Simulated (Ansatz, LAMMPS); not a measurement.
# Structural relaxation of a frame of liquid mixture of acetonitrile and H2O from 300 K (138 atoms)

How does a frame of liquid mixture of acetonitrile and H2O from 300 K (138 atoms) relax, and what do bonds, charges and levels look like afterwards?

Main program and level: Ansatz 0.2.0; Kohn-Sham DFT, PBE+D3(BJ), PAW (set soft_2), plane waves.

## Step 1: The starting structure

The cell holds 138 atoms: 18 C, 9 N, 83 H and 28 O. Its edges and angles: a = 11.757 Å, b = 11.757 Å, c = 11.757 Å, α = 90.0°, β = 90.0°, γ = 90.0°. 9 acetonitrile, 28 H2O placed at random, at 0.893 g/cm³; overlaps pushed apart, then 10 ps at 450 K with MMFF94 bonds, angles, torsions, charges and radii (Halgren, J. Comput. Chem. 17, 490 (1996)) in harmonic and 12-6 forms; SPC/E water (Berendsen, Grigera and Straatsma, J. Phys. Chem. 91, 6269 (1987)). Snapshot after 20 ps at 300 K and fixed volume.

Before any run, some limits are plain. The network of contacts between molecules at the start is that of the classical potential that made the cell. The density was typed from a rule of thumb and may lie off the real one at this temperature. The Brillouin zone is sampled at Γ only, in a cell whose shortest periodic width is 12 Å.

## Step 2: How the cell was made

A classical potential makes the cell, at a small fraction of what the same run would cost in DFT.

This step: classical MD, MMFF94 bonds, angles, torsions, charges and radii (Halgren, J. Comput. Chem. 17, 490 (1996)) in harmonic and 12-6 forms; SPC/E water (Berendsen, Grigera and Straatsma, J. Phys. Chem. 91, 6269 (1987)) (LAMMPS 22 Jul 2025 - Update 4).

Input file in.lmp:

```
# liquid mixture of acetonitrile and H2O
units real
atom_style full
boundary p p p
bond_style harmonic
angle_style harmonic
dihedral_style opls
improper_style harmonic
special_bonds lj 0 0 0.5 coul 0 0 0.75
read_data data.lmp
neigh_modify delay 0 every 1 check yes one 4000
comm_modify cutoff 12.0
timestep 0.5
thermo_style custom step time temp pe press density
thermo_modify norm yes
# push overlapping molecules apart
pair_style soft 2.6
pair_coeff * * 0.0
variable a equal ramp(1,60)
fix ad all adapt 1 pair soft a * * v_a
velocity all create 450 429787 mom yes dist gaussian
fix lim all nve/limit 0.03
fix lan all langevin 450 450 50 429788 zero yes
thermo 1000
run 3000 post no
unfix ad
pair_style lj/cut/coul/long 9.0
pair_modify mix arithmetic tail yes
pair_coeff 1 1 0.0678 3.3680   # C
pair_coeff 2 2 0.0678 3.5530   # C
pair_coeff 3 3 0.0721 3.3270   # N
pair_coeff 4 4 0.0216 2.5400   # H
pair_coeff 5 5 0.1553 3.1660   # O
pair_coeff 6 6 0.0000 1.0000   # H
# [... 19 lines left out ...]
compute msd all msd com yes
thermo 5000
fix md all nvt temp 300 300 100
run 20000 post no
print "== T300: mean square displacement over the hold $(c_msd[4]:%.2f) A^2"
unfix md
uncompute msd
write_dump all custom T300.dump id type xs ys zs modify sort id
```

Launch:

```
$ lmp -in in.lmp -log none -nocite
```

Numbers of over 12 decimals in the logs are rounded to 6 here.

Output:

```text
LAMMPS (22 Jul 2025 - Update 4)
Reading data file ...
  orthogonal box = (0 0 0) to (11.75671 11.75671 11.75671)
  138 atoms
  orthogonal box = (0 0 0) to (11.75671 11.75671 11.75671)
  101 bonds
  91 angles
   Step          Time           Temp          PotEng         Press         Density
         0   0              450            0.13087183     6555.693       0.89300089
      1000   500            364.648        0.98992218     14267.943      0.89300089
      2000   1000           390.22748      0.72132882     9324.4405      0.89300089
      3000   1500           405.92285      0.74221687     25766.835      0.89300089
[... 30 lines left out ...]
   Step          Time           Temp          PotEng         Press         Density
[... 4 lines left out ...]
Loop time of 1.88011 s on 1 MPI rank(s) for 5000 steps with 138 atoms
   Step          Time           Temp          PotEng         Press         Density
[... 2 lines left out ...]
     25000   24000          241.45547     -2.5658229      2738.3524      0.89300089
     30000   29000          288.15618     -2.6253461      107.29607      0.89300089
     35000   34000          339.7803      -2.4290927      1966.6881      0.89300089
     37000   36000          323.83448     -2.452475       1117.8261      0.89300089
Loop time of 7.41608 s on 1 MPI rank(s) for 20000 steps with 138 atoms
== T300: mean square displacement over the hold 19.82 A^2
```

It took 16 s on 1 thread of Intel Xeon 6975P-C (Granite Rapids), shared host; peak memory 0.12 GiB.

The input also reads data.lmp (atoms, bonds and types; not printed here).

## Step 3: Single point at the start

A single point comes first, to see the forces before anything moves.

Input file input.yaml:

```yaml
crystal:
  lattice:
    - [11.75671, 0.0, 0.0]
    - [0.0, 11.75671, 0.0]
    - [0.0, 0.0, 11.75671]
  atoms:
    - { symbol: C, position: [0.10622, 0.95576, 0.66758] }
    - { symbol: C, position: [0.00772, 0.9235, 0.72882] }
    - { symbol: "N", position: [0.9277, 0.89982, 0.77556] }
    - { symbol: H, position: [0.09118, 0.03482, 0.62058] }
    - { symbol: H, position: [0.13529, 0.88287, 0.60934] }
    - { symbol: H, position: [0.18011, 0.98145, 0.73061] }
    - { symbol: C, position: [0.61912, 0.49364, 0.56341] }
    - { symbol: C, position: [0.57236, 0.48335, 0.67583] }
    - { symbol: "N", position: [0.53283, 0.47094, 0.76385] }
    - { symbol: H, position: [0.64691, 0.57845, 0.55662] }
    - { symbol: H, position: [0.56786, 0.47875, 0.49134] }
    - { symbol: H, position: [0.68175, 0.42845, 0.56064] }
    - { symbol: C, position: [0.72622, 0.54336, 0.0926] }
    - { symbol: C, position: [0.73919, 0.66868, 0.11041] }
    - { symbol: "N", position: [0.75025, 0.76814, 0.11416] }
    - { symbol: H, position: [0.66699, 0.501, 0.15494] }
    - { symbol: H, position: [0.80722, 0.49993, 0.09495] }
    - { symbol: H, position: [0.68199, 0.52536, 0.01132] }
    - { symbol: C, position: [0.67216, 0.07959, 0.76148] }
    - { symbol: C, position: [0.75492, 0.17244, 0.7503] }
    - { symbol: "N", position: [0.80664, 0.25467, 0.74204] }
    - { symbol: H, position: [0.61294, 0.08613, 0.68964] }
    - { symbol: H, position: [0.61039, 0.0797, 0.82928] }
    - { symbol: H, position: [0.70694, 0.99649, 0.7569] }
    - { symbol: C, position: [0.97274, 0.24046, 0.97938] }
    - { symbol: C, position: [0.92619, 0.12605, 0.00478] }
    - { symbol: "N", position: [0.902, 0.03043, 0.02019] }
    - { symbol: H, position: [0.9095, 0.30626, 0.97115] }
    - { symbol: H, position: [0.01982, 0.2399, 0.89876] }
    - { symbol: H, position: [0.02632, 0.26787, 0.05027] }
    - { symbol: C, position: [0.06495, 0.67643, 0.21875] }
    - { symbol: C, position: [0.06198, 0.56361, 0.16321] }
    [... 100 atom lines left out ...]
    - { symbol: O, position: [0.19131, 0.64659, 0.5941] }
    - { symbol: H, position: [0.24924, 0.69382, 0.6347] }
    - { symbol: H, position: [0.22929, 0.57897, 0.55917] }
    - { symbol: O, position: [0.41115, 0.27792, 0.08381] }
    - { symbol: H, position: [0.34238, 0.28004, 0.13383] }
    - { symbol: H, position: [0.42379, 0.35481, 0.04972] }
kpoints:
  mp_grid: { grid: [1, 1, 1] }
hamiltonian:
  xc: pbe
  dispersion: d3bj
scf:
  occupations: { method: gaussian, width: 0.05 }
output:
  forces: true
  stress: true
  populations: intrinsic
  dos:
    method: { smearing: { sigma: 0.15 } }
    de: 0.1
    projected: { site_lists: { C: [C], H: [H], "N": ["N"], O: [O] } }
  eigenvalues: true
```

Launch:

```
$ ansatz run input.yaml --threads 4 --pin off --max-ram 8192MiB --backend cpu --events-out ev --progress --plain --runs-dir out
```

Output:

```text
Engine: ansatz 0.2.0, x86_64-unknown-linux-gnu
Pseudopotentials: kind: paw
Pseudopotential: C, paw, valence charge 4, recommended cutoff 420 eV (normal), C.paw.azcp
Pseudopotential: N, paw, valence charge 5, recommended cutoff 420 eV (normal), N.paw.azcp
Pseudopotential: H, paw, valence charge 1, recommended cutoff 420 eV (normal), H.paw.azcp
Pseudopotential: O, paw, valence charge 6, recommended cutoff 420 eV (normal), O.paw.azcp
[... 5 lines on functional and potentials left out ...]
Crystal: 138 atoms, lattice volume = 1625.015 Å³
Basis set: ecut = 420 eV, 31559 PW (Γ), exchange–correlation on 160×160×160 points (8 copies of the dense FFT grid, shifted against one another)
Bands: 322, of which v1, the nominal top of the filled ones, is band 184 counted from 1 (183 counted from 0)
Symmetry: 1 space group operations
Space group: P1 (ITA 1), of the structure as read, at distance tolerance 1.2e-4 Å
k-points: 1
[... 9 lines on functional and potentials left out ...]
Initial density: superposition of atomic densities (neutral atoms: chi_scale 0, normalization atom), corrected by the library's trained network
Initial wavefunctions: pseudopotential atomic-orbital guess
Functional: x = pbe(κ = 0.804, μ = 0.219515), c = pbe(β = 0.066725)
SCF iter   1: F=—  HF=-25191.872790 eV  |F-HF|=—  |Δ(HF+E_count)|=         —  Δρ=3.26e-3  dr2=2.34e-1  ethr=1.77e-3  ⟨swp⟩=6.0  Hψ=1471  notcnv=0  defer=36
preconditioner: auto → Resta (q_TF=auto, 2.130 Å⁻¹)  ε∞=2.2  [insulator: Δε(μ)=4.397 eV  Ē_g=16.061 eV  σ=0.050 eV  W_gap=1.00  n_scr=250 (ndim 8)  ℏωp=17.7 eV  f_vac=0.278  D(μ)=0.00/eV (n_scr^D=0)  ε∞_Penn≈2.2]
SCF iter   2: F=—  HF=-25191.835055 eV  |F-HF|=—  |Δ(HF+E_count)|=   3.77e-2  Δρ=1.73e-3  dr2=6.05e-2  ethr=6.35e-5  ⟨swp⟩=2.0  Hψ=534  notcnv=0  defer=131
SCF iter   3: F=—  HF=-25191.822286 eV  |F-HF|=—  |Δ(HF+E_count)|=   1.28e-2  Δρ=9.04e-4  dr2=2.26e-2  ethr=1.65e-5  ⟨swp⟩=2.0  Hψ=351  notcnv=0  defer=131
SCF iter   4: F=—  HF=-25191.818270 eV  |F-HF|=—  |Δ(HF+E_count)|=   4.02e-3  Δρ=4.70e-4  dr2=4.57e-3  ethr=6.15e-6  ⟨swp⟩=3.0  Hψ=728  notcnv=0  defer=130
SCF iter   5: F=—  HF=-25191.817344 eV  |F-HF|=—  |Δ(HF+E_count)|=   9.26e-4  Δρ=1.76e-4  dr2=5.87e-4  ethr=1.24e-6  ⟨swp⟩=2.0  Hψ=350  notcnv=0  defer=130
SCF iter   6: F=—  HF=-25191.817245 eV  |F-HF|=—  |Δ(HF+E_count)|=   9.92e-5  Δρ=8.04e-5  dr2=1.25e-4  ethr=1.59e-7  ⟨swp⟩=2.0  Hψ=349  notcnv=0  defer=130
SCF iter   7: F=—  HF=-25191.817244 eV  |F-HF|=—  |Δ(HF+E_count)|=   2.83e-7  Δρ=4.04e-5  dr2=3.06e-5  ethr=3.40e-8  ⟨swp⟩=2.0  Hψ=321  notcnv=0  defer=130
SCF iter   8: F=—  HF=-25191.817366 eV  |F-HF|=—  |Δ(HF+E_count)|=   1.21e-4  Δρ=1.05e-5  dr2=1.77e-6  ethr=8.31e-9  ⟨swp⟩=2.0  Hψ=477  notcnv=0  defer=130
SCF iter   9: F=—  HF=-25191.817366 eV  |F-HF|=—  |Δ(HF+E_count)|=   5.16e-7  Δρ=5.71e-6  dr2=5.50e-7  ethr=4.80e-10  ⟨swp⟩=2.0  Hψ=374  notcnv=0  defer=130
SCF iter  10: F=—  HF=-25191.817366 eV  |F-HF|=—  |Δ(HF+E_count)|=   3.97e-8  Δρ=2.32e-6  dr2=1.04e-7  ethr=1.49e-10  ⟨swp⟩=2.0  Hψ=374  notcnv=0  defer=130
SCF iter  11: F=-25191.817366 eV  HF=-25191.817366 eV  |F-HF|=7.34e-9  |Δ(HF+E_count)|=   8.76e-9  Δρ=9.28e-7  dr2=1.37e-8  ethr=2.72e-11  ⟨swp⟩=15.0  Hψ=1998  notcnv=0
SCF 1 converged in 11 iterations: F = -25191.817366 eV  dr2 = 1.37e-8
  greatest PAW one-centre occupation: 0.864 electrons in one spin orbital (limit 2), on the O atom at site 75 (counted from 0), in its partial waves of l = 0
SCF converged after 11 iterations
Free energy (F): -25191.817366 eV
Harris-Foulkes:  -25191.817366 eV  (|F-HF|=7.34e-9)
Internal energy: -25191.817366 eV  (E = F + TS)
E sigma→0 (E₀):  -25191.817366 eV
Fermi energy:    -0.060822 eV
--- Per-component energies (eV) ---
  E_band       = -3417.257999
  E_kinetic    = 8772.705887
  E_local      = -27578.780680  (includes V_loc(G=0)·N_el)
  E_nonlocal   = 2413.025957
  E_hartree    = 9809.026414
  E_xc         = -4158.119961
  E_vxc        = -5273.183257  (∫ρ·V_xc dr)
  E_paw        = -7420.833457  (= ΣΔE_a)
  E_vpaw       = -1369.044527  (= ΣTr[D̂ρ^β])
  E_aug_tail   = -0.030403  (compensation charges beyond the density's cutoff)
  E_ewald      = -7023.631757
  E_disp       = -5.179366  (pairwise vdW)
  E_smearing   = -0.000000  (= −TS)
  E_closure    = 0.000000  (closes the sum)
  Σ components = -25191.817366   (vs F -25191.817366, Δ=0.00e0)
--- Forces (eV/Å), atoms counted from 1 ---
  atom   1  C      2.88962580     0.10121005     0.26490913
  atom   2  C      3.10190747     1.11827460    -1.85687243
  atom   3  N     -4.06617643    -1.27677816     2.42112240
  atom   4  H     -0.14736538    -0.26819450    -0.34900105
  atom   5  H     -0.27415640     1.27987608     0.78152896
  atom   6  H     -1.34850607    -0.88599032    -1.17651215
  atom   7  C     -0.18490184    -0.39197871     1.30151925
  atom   8  C     -0.22758109     0.10098463    -2.26723085
  atom   9  N     -0.44597517    -0.20056446     1.95500378
  atom  10  H      1.24307531     1.24455298    -0.18867495
  atom  11  H     -1.69105396    -0.46155738    -0.73101129
  atom  12  H      1.49058251    -0.38472268    -0.29855230
  atom  13  C     -1.42149437     0.43747247     0.58709557
  atom  14  C     -0.14971369     0.02814344    -0.41313016
[...]
atom 137  H      0.50038471     0.30237912    -0.43622223
  atom 138  H     -0.34998957    -0.03482546     0.06916533
  max |Σ_I F_I| component: 5.35e-5 eV/Å
--- Stress (GPa, compression-positive) ---
       -0.800788      -0.182761      -0.604791
       -0.182761      -2.015205      -0.100622
       -0.604791      -0.100622      -1.311962
  P = ⅓ Tr σ = -1.3760 GPa (-13.760 kbar)
--- Band table (eV) ---
  k-point 0: bands = ["-21.5926", "-21.3538", "-21.1257", "-21.0923", [... 306 levels ...], "9.6886", "9.7123", "9.7485", "9.7779", "9.7916", "9.8697", "9.8834", "9.9307", "9.9435", "9.9837", "10.0261", "10.0848"]
--- intrinsic populations: 138 sites ---
  site symbol       q [e]
     0      C      4.5438
     1      C      3.8276
     2      N      5.2872
[...]
137      H      0.6319
  spilling = -0.000000 (of n_electrons = 368.000000)
```

The job ended after 13 s (4 threads of Intel Xeon 6975P-C (Granite Rapids), shared host; peak memory 1.9 GiB; 46 s of CPU time).

In the SCF lines HF is the Harris–Foulkes energy and dr2 the Hartree energy of the density residual, in eV; the loop may stop once dr2 is under the threshold and the program's other checks hold. Hψ counts applications of the Hamiltonian.

Read from the output:

- free energy: -25191.8174 eV
- free energy per atom: -182.5494 eV/atom
- SCF cycles: 11
- pressure: -1.376 GPa
- r.m.s. force component: 0.7919 eV/Å
- longest force: 4.902 eV/Å
- Fermi energy: -0.06082 eV
- gap (highest filled to lowest empty level): 4.182 eV

The r.m.s. force component of 0.79 eV/Å and the pressure of -1.4 GPa set the starting point.

Neighbours are counted within 1.21 Å (H-O), 1.34 Å (H-C), 1.85 Å (C-C), 1.62 Å (C-N).

Length of the force by element and coordination:

```tsv
element	coordination	atoms	mean length of the force (eV/Å)	spread	least	most
C	all	18	2.00	1.15	0.440	4.60
C	2	9	2.04	1.45	0.440	4.60
C	4	9	1.96	0.757	0.952	3.46
H	all	83	0.995	0.395	0.263	2.00
N	all	9	2.03	1.40	0.362	4.90
O	all	28	0.636	0.283	0.0747	1.17
```

[end of part 1 of 3]

[Logs are printed without paths, hosts, clocks, repeated set-up lines and the standing remarks that a program may print on its own settings, such as how far it seeks lower states.]

[Hosts, paths, dates, database ids (printed as entryN), source tags and the programs' standing remarks are cut or masked in the printed files.]

[The MMFF94 radii named for the starting cell were scaled by 0.96; in molecules described by MMFF94, hydrogen bound to N, O or S took a small fixed 12-6 site in their place.]
